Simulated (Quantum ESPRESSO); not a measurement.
# Voltage at the next charge: Hf2NS2 MXene, 1 layer against an electrode

**Set-up.** Quantum ESPRESSO 7.5, LDA, GBRV ultrasoft; ESM with bc3, a metal electrode 5.29 Å above the top atoms; cell area 10.078 Å²; ions fixed. V is the potential energy of an electron at the electrode over the slab's Fermi level, divided by e, so that it equals the work function at zero charge; positive charge removes electrons.

| charge (e a cell) | V (V) |
| --- | --- |
| 0 | 5.839 |
| 0.0134 | 6.903 |
| 0.0269 | 7.978 |

To predict: What is V at a charge of 0.0538 e, and what capacitance do the rows imply?

**Fit.** The last two rows give dV/dq = (7.978 − 6.903)/(0.0269 − 0.0134) = 79.6 V/e, so C = 1602/(10.078 × 79.6) = 2.00 µF/cm², an effective gap of 8.854/2.00 = 4.43 Å. At constant C, V = 7.978 + 79.6 × 0.0269 = 10.12 V.

**The withheld run.** V = 10.135 V; the estimate misses by −0.01 V, 0.7 % of the step. Over the three intervals C goes 2.00, 2.00 and 1.98 µF/cm².

Caveats: Vacuum fills the gap; a dielectric or electrolyte would change C. The slab is thin.
